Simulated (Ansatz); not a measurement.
# MgSc (Pm-3m): coupling and resistivity against added charge, part 4 of 4

How do λ and ρ of MgSc (Pm-3m) move with the band filling?

Ansatz 0.2.0; DFT PBEsol, scalar-relativistic, plane waves, PAW; PAW set soft_1.

So far, coupling constant λ: step 3 (electron–phonon run: q 2×2×2, k 6×6×6, scattering 12×12×12) 0.324; step 4 (added electrons per cell -0.2) 0.398; step 6 (added electrons per cell -0.4) 0.377; step 8 (added electrons per cell -0.1) 0.382. Also resistivity at 300 K (μΩ cm): step 3 29; step 4 35.9; step 6 45.8; step 8 32.2. The relaxed cell has a = 3.563 Å (conventional setting).

## Step 9: Electron–phonon run: 0.1 electrons added a cell on a uniform background

Added charge moves the Fermi level through the bands.

Contents of input.yaml:

```yaml
crystal:
  lattice:
    - [3.5632219614, 0.0, 0.0]
    - [0.0, 3.5632219614, 0.0]
    - [0.0, 0.0, 3.5632219614]
  atoms:
    - { symbol: Mg, position: [0.0, 0.0, 0.0] }
    - { symbol: Sc, position: [0.5, 0.5, 0.5] }
total_charge: -0.1
kpoints:
  mp_grid: { grid: [6, 6, 6] }
hamiltonian:
  xc: pbesol
  pseudopotentials: { kind: paw, azcp: { folder: soft_1 }, xc_functional: pbe }
scf:
  occupations: { method: methfessel_paxton, width: 0.2 }
output:
  eigenvalues: true
phonons:
  method: dfpt
  qmesh: [2, 2, 2]
  temperatures: { t_max: 1000, t_step: 50 }
  qpath:
    path:
      - [[0.0, 0.0, 0.0], [0.0, 0.5, 0.0], [0.5, 0.5, 0.0], [0.0, 0.0, 0.0], [0.5, 0.5, 0.5], [0.0, 0.5, 0.0]]
      - [[0.5, 0.5, 0.5], [0.5, 0.5, 0.0]]
    npoints: 10
  electrical_resistivity:
    mesh: [12, 12, 12]
    temperatures: [20.0, 50.0, 77.0, 100.0, 150.0, 200.0, 300.0, 400.0, 600.0, 800.0]
```

The run is started by

```bash
$ ansatz run input.yaml --threads 4 --pin off --max-ram 12288MiB --backend cpu --events-out ev --progress --plain --runs-dir out
```

Numbers of over 12 decimals in the logs are rounded to 6 here.

The log of the run:

```text
[...]
Crystal: 2 atoms, lattice volume = 45.241 Å³
Basis set: ecut = 420 eV, 895 PW (Γ), exchange–correlation on 48×48×48 points (8 copies of the dense FFT grid, shifted against one another)
Bands: 15, of which v1, the nominal top of the filled ones, is band 11 counted from 1 (10 counted from 0)
Symmetry: 48 space group operations
k-points: 20 of 216
[...]
SCF iter   1: F=—  HF=-4022.940660 eV  |F-HF|=—  |Δ(HF+E_count)|=         —  Δρ=3.14e-2  dr2=5.61e-1  ethr=3.10e-3  ⟨swp⟩=5.0  Hψ=1298  notcnv=0
[...]
SCF iter   9: F=-4022.731225 eV  HF=-4022.731225 eV  |F-HF|=4.55e-13  |Δ(HF+E_count)|=  1.27e-11  S|Δr|=    0.00e0  Δρ=8.22e-9  dr2=3.30e-14  ethr=1.00e-12  ⟨swp⟩=5.6  Hψ=1188  notcnv=0
[...]
SCF 1 converged in 9 iterations: F = -4022.731225 eV  dr2 = 3.30e-14
[...]
SCF iter   1: F=—  HF=-4022.940660 eV  |F-HF|=—  |Δ(HF+E_count)|=         —  Δρ=3.14e-2  dr2=5.61e-1  ethr=3.10e-3  ⟨swp⟩=5.0  Hψ=1298  notcnv=0
[...]
SCF iter   9: F=-4022.731225 eV  HF=-4022.731225 eV  |F-HF|=4.55e-13  |Δ(HF+E_count)|=  1.18e-11  S|Δr|=    0.00e0  Δρ=8.28e-9  dr2=3.28e-14  ethr=1.00e-12  ⟨swp⟩=3.0  Hψ=651  notcnv=0
SCF 2 converged in 9 iterations: F = -4022.731225 eV  dr2 = 3.28e-14
[...]
SCF converged after 9 iterations
[...]
Free energy (F): -4022.731225 eV
[...]
Internal energy: -4022.734585 eV  (E = F + TS)
E sigma→0 (E₀):  -4022.732065 eV
Entropy (-TS):   0.003359 eV (1.680 meV/atom)
Fermi energy:    7.672316 eV
[...]
--- Band table (eV; the first three rows and the last of 20) ---
  k-point 0: bands = [... 7 lower, -20.4839, 1.5951, 7.5255, 7.5255, 10.1511, 10.1511, 10.1511, 12.9250]
  k-point 1: bands = [... 7 lower, -20.4820, 1.9539, 7.3520, 7.6648, 9.7599, 9.7599, 10.1854, 11.7005]
  k-point 2: bands = [... 7 lower, -20.4781, 2.9815, 6.2734, 7.9785, 9.2073, 9.2073, 10.2554, 10.9855]
  k-point 19: bands = [... 7 lower, -20.5567, 6.6611, 6.6611, 6.6611, 10.6565, 10.6565, 10.6565, 10.9193]
[...]
ASR residual: 1.320e-5 → 0.000e0 eV/Å²; symmetrization residual: 7.056e-8 eV/Å²
  ASR residual per site (eV/Å²): 1.32e-5 5.35e-6
  Γ frequencies (cm⁻¹): 0.00 0.00 0.00 265.21 265.21 265.21
--- Phonons (arbitrary-q DFPT): 4 irreducible q on the 2×2×2 mesh ---
[...]
interpolated dispersion: 62 rows × 6 modes
[...]
--- Electrical resistivity: potentials and phonons of a 2×2×2 supercell ---
[...]
at the Fermi level of each mesh (of a tensor a third of its trace):
[...]
12×12×12                     1.1925              4.0003    0.3156    0.3887          15.655
          6×6×6                     0.9626              3.0027    0.2635    0.3341          15.595
          3×3×3                     0.9334              3.0399    0.2417    0.2821          17.632
  resistivity on the deck's mesh, µΩ·cm:
[...]
20.00     7.2583e-2              no     7.2583e-2     7.2583e-2     7.2583e-2       1.2008e-1         9.6665e-2
     50.00      1.4061e0              no      1.4061e0      1.4061e0      1.4061e0        1.7584e0          1.3739e0
     77.00      3.7834e0              no      3.7834e0      3.7834e0      3.7834e0        4.2798e0          3.5258e0
    100.00      6.1694e0              no      6.1694e0      6.1694e0      6.1694e0        6.7163e0          5.6855e0
    150.00      1.1581e1              no      1.1581e1      1.1581e1      1.1581e1        1.2177e1          1.0598e1
    200.00      1.6893e1              no      1.6893e1      1.6893e1      1.6893e1        1.7586e1          1.5436e1
    300.00      2.7208e1              no      2.7208e1      2.7208e1      2.7208e1        2.8240e1          2.4854e1
    400.00      3.7309e1              no      3.7309e1      3.7309e1      3.7309e1        3.8787e1          3.4097e1
    600.00      5.7162e1              no      5.7162e1      5.7162e1      5.7162e1        5.9723e1          5.2322e1
    800.00      7.6598e1              no      7.6598e1      7.6598e1      7.6598e1        8.0468e1          7.0288e1
[...]
vibrations of 8 cells: unjudged by the run; compare a larger repeat
[...]
```

Run time: 16 s. Hardware: 4 threads of Intel Xeon Platinum 8488C (Sapphire Rapids), shared host; peak memory 0.72 GiB.

This step gave:

- zero point energy: 0.06693 eV/cell
- highest frequency, solved or plainly interpolated: 265.2 cm⁻¹
- Debye temperature (second moment): 355 K
- resistivity at 300 K: 27.21 μΩ cm
- coupling constant λ: 0.3156
- density of states at the Fermi level: 1.193 states/eV a spin and cell
- log mean phonon energy ħω_log: 15.65 meV
- transport coupling constant λ_tr: 0.3887, 0.3887, 0.3887 (xx, yy, zz)
- Drude plasma energy: 4, 4, 4 eV (xx, yy, zz)
- resistivity times mean free path: 11.39, 11.39, 11.39 × 10⁻¹⁶ Ω m² (xx, yy, zz)
- second-moment phonon energy ħω₂: 20.14 meV, from the broadened α²F curve
- coupling λ by branch: 0.119, 0.0523, 0.0464, 0.0236, 0.036, 0.0383 (branches by rank of frequency)

Some points of the scattering mesh along the symmetry lines, up to three branches each (those of largest λ), at most 39 rows; the frequencies are those of the scattering step, which can differ from the solved and plainly interpolated ones; single rows converge slowly. Mode couplings:

| q1 | q2 | q3 | branch | ħω (meV) | λ_q | half width (meV) |
| --- | --- | --- | --- | --- | --- | --- |
| 0 | 0.3333 | 0 | 1 | 13.79 | 0.299 | 0.213 |
| 0 | 0.3333 | 0 | 2 | 16.4 | 0.0142 | 0.0144 |
| 0 | 0.3333 | 0 | 4 | 28.61 | 0.0442 | 0.135 |
| 0.1667 | 0.5 | 0 | 1 | 15.26 | 0.261 | 0.228 |
| 0.1667 | 0.5 | 0 | 5 | 28.59 | 0.0395 | 0.121 |
| 0.1667 | 0.5 | 0 | 6 | 29.14 | 0.0468 | 0.149 |
| 0.5 | 0.5 | 0 | 1 | 9.16 | 0.0925 | 0.0291 |
| 0.5 | 0.5 | 0 | 2 | 9.16 | 0.0925 | 0.0291 |
| 0.5 | 0.5 | 0 | 5 | 32.35 | 0.0504 | 0.198 |
| 0.1667 | 0.1667 | 0 | 1 | 3.71 | 0.418 | 0.0216 |
| 0.1667 | 0.1667 | 0 | 2 | 11.64 | 0.0439 | 0.0223 |
| 0.1667 | 0.1667 | 0 | 3 | 14.92 | 0.0989 | 0.0825 |
| 0.25 | 0.25 | 0.25 | 1 | 13.28 | 0.0318 | 0.021 |
| 0.25 | 0.25 | 0.25 | 3 | 18.38 | 0.0729 | 0.0922 |
| 0.25 | 0.25 | 0.25 | 4 | 28.07 | 0.0572 | 0.169 |
| 0.4167 | 0.5 | 0.4167 | 4 | 27.27 | 0.0478 | 0.133 |
| 0.4167 | 0.5 | 0.4167 | 5 | 28.48 | 0.0446 | 0.136 |
| 0.4167 | 0.5 | 0.4167 | 6 | 28.63 | 0.046 | 0.141 |
| 0.0833 | 0.5 | 0.0833 | 1 | 16.39 | 0.202 | 0.203 |
| 0.0833 | 0.5 | 0.0833 | 4 | 27.52 | 0.0251 | 0.0711 |
| 0.0833 | 0.5 | 0.0833 | 6 | 28.53 | 0.0227 | 0.0692 |
| 0.5 | 0.5 | 0.3333 | 4 | 27.65 | 0.0398 | 0.114 |
| 0.5 | 0.5 | 0.3333 | 5 | 29.4 | 0.0443 | 0.143 |
| 0.5 | 0.5 | 0.3333 | 6 | 29.4 | 0.0443 | 0.143 |
| 0.5 | 0.5 | 0 | 1 | 9.16 | 0.0925 | 0.0291 |
| 0.5 | 0.5 | 0 | 2 | 9.16 | 0.0925 | 0.0291 |
| 0.5 | 0.5 | 0 | 5 | 32.35 | 0.0504 | 0.198 |

By its own test the run is not converged in the mesh. λ = 0.316 and 27.2 μΩ cm at 300 K, against 0.324 and 29 in the neutral cell (-2.5 % and -6.2 %). The run's own test puts 56 % between its two finest meshes on the component of the resistivity at 300 K that moves most, more than that change; on the next coarser mesh the mean ρ changes by -6.3 % between the two runs, against -6.2 % on the finest. By the run's own test λ moves by 17 % between its two finest scattering meshes.

## Step 10: All runs side by side

Series, by row:

| run | change | level of theory | method | q mesh or supercell | k mesh | scattering mesh | smearing | volume (Å³/atom) | N(E_F) (states/eV/spin) | lambda | omega_log (meV) | rho 300 K (μΩ cm) | core-minutes | wall (s) |
| --- | --- | --- | --- | --- | --- | --- | --- | --- | --- | --- | --- | --- | --- | --- |
| b | - | PBEsol, scalar-relativistic, PAW; PAW set soft_1 | dfpt | 2x2x2 | 6x6x6 | 12x12x12 | methfessel_paxton 0.2 | 22.62 | 1.267 | 0.3237 | 16.63 | 29 | 1 | 18 |
| q+0.10 | 0.2 holes added a cell on a uniform background | PBEsol, scalar-relativistic, PAW; PAW set soft_1 | dfpt | 2x2x2 | 6x6x6 | 12x12x12 | methfessel_paxton 0.2 | 22.62 | 1.698 | 0.398 | 16.72 | 35.87 | 1 | 18 |
| q+0.20 | 0.4 holes added a cell on a uniform background | PBEsol, scalar-relativistic, PAW; PAW set soft_1 | dfpt | 2x2x2 | 6x6x6 | 12x12x12 | methfessel_paxton 0.2 | 22.62 | 1.695 | 0.3772 | 17.05 | 45.83 | 1 | 18 |
| q+0.05 | 0.1 holes added a cell on a uniform background | PBEsol, scalar-relativistic, PAW; PAW set soft_1 | dfpt | 2x2x2 | 6x6x6 | 12x12x12 | methfessel_paxton 0.2 | 22.62 | 1.607 | 0.3819 | 16.73 | 32.23 | 0.98 | 17 |
| q-0.05 | 0.1 electrons added a cell on a uniform background | PBEsol, scalar-relativistic, PAW; PAW set soft_1 | dfpt | 2x2x2 | 6x6x6 | 12x12x12 | methfessel_paxton 0.2 | 22.62 | 1.193 | 0.3156 | 15.65 | 27.21 | 0.95 | 16 |

## Step 11: Results

| Quantity | Value |
| --- | --- |
| run | PBEsol, q 2×2×2, k 6×6×6, scattering 12×12×12 |
| coupling constant λ | 0.324 |
| log mean phonon energy ħω_log | 16.6 meV |
| states at the Fermi level | 1.27 states/eV/spin/cell |
| resistivity at 300 K | 29 μΩ cm |
| Drude plasma energy | 3.97 eV |
| resistivity times mean free path | 11.2 × 10⁻¹⁶ Ω m² |
| change between its two finest scattering meshes | λ 9 %, resistivity at 300 K 56 % |
| time of that run | 18 s |
| -0.4 electrons a cell: N(E_F), λ, ρ(300 K) | 1.70 states/eV a spin, 0.377, 45.8 μΩ cm |
| -0.2 electrons a cell: N(E_F), λ, ρ(300 K) | 1.70 states/eV a spin, 0.398, 35.9 μΩ cm |
| -0.1 electrons a cell: N(E_F), λ, ρ(300 K) | 1.61 states/eV a spin, 0.382, 32.2 μΩ cm |
| +0 electrons a cell: N(E_F), λ, ρ(300 K) | 1.27 states/eV a spin, 0.324, 29 μΩ cm |
| +0.1 electrons a cell: N(E_F), λ, ρ(300 K) | 1.19 states/eV a spin, 0.316, 27.2 μΩ cm |

In words: Over the 5 runs that ended, ρ(300 K) of MgSc (Pm-3m) spans 27.2 to 45.8 μΩ cm and λ 0.316 to 0.398; the run with 0.4 holes added a cell on a uniform background lies farthest from the median resistivity of 32.2 (+42 %). λ rises and falls with the density of states across the fillings, though the phonons change too. The cell is held at the neutral lattice, and the background stands in for dopants, which would also scatter. With +0.2 and +0.4 electrons a cell a mode turns imaginary on these meshes. The coupling is weak (λ = 0.32), so phonons raise the electrons' mass at the Fermi surface by about 32 %. Values of ρ(T) under 50 K rest on the softest modes, mostly interpolated ones, and are the least sure of the table. The high-temperature form ρ = 2π k_B T λ_tr/(ħ ε₀ ω_p²) gives 30.5 μΩ cm along x at 300 K, against 29 from the Boltzmann equation. The three lowest branches give 67 % of λ. By the run's own test, which takes the component that moves most, the resistivity at 300 K moves by 56 % between its two finest scattering meshes, so it is not converged. In the run quoted no mode is imaginary at the wavevectors of the 2×2×2 mesh; another run of the session found or stopped at an imaginary mode. Only scattering by harmonic phonons counts; impurities, grain boundaries and thermal expansion are left out. The PAW files were made for PBE; under other functionals the run regenerates their frozen core.

[Logs are printed without paths, hosts, clocks, repeated set-up lines and the standing remarks that a program may print on its own settings, such as how far it seeks lower states.]

[Hosts, paths, dates, database ids (printed as entryN), source tags and the programs' standing remarks are cut or masked in the printed files.]
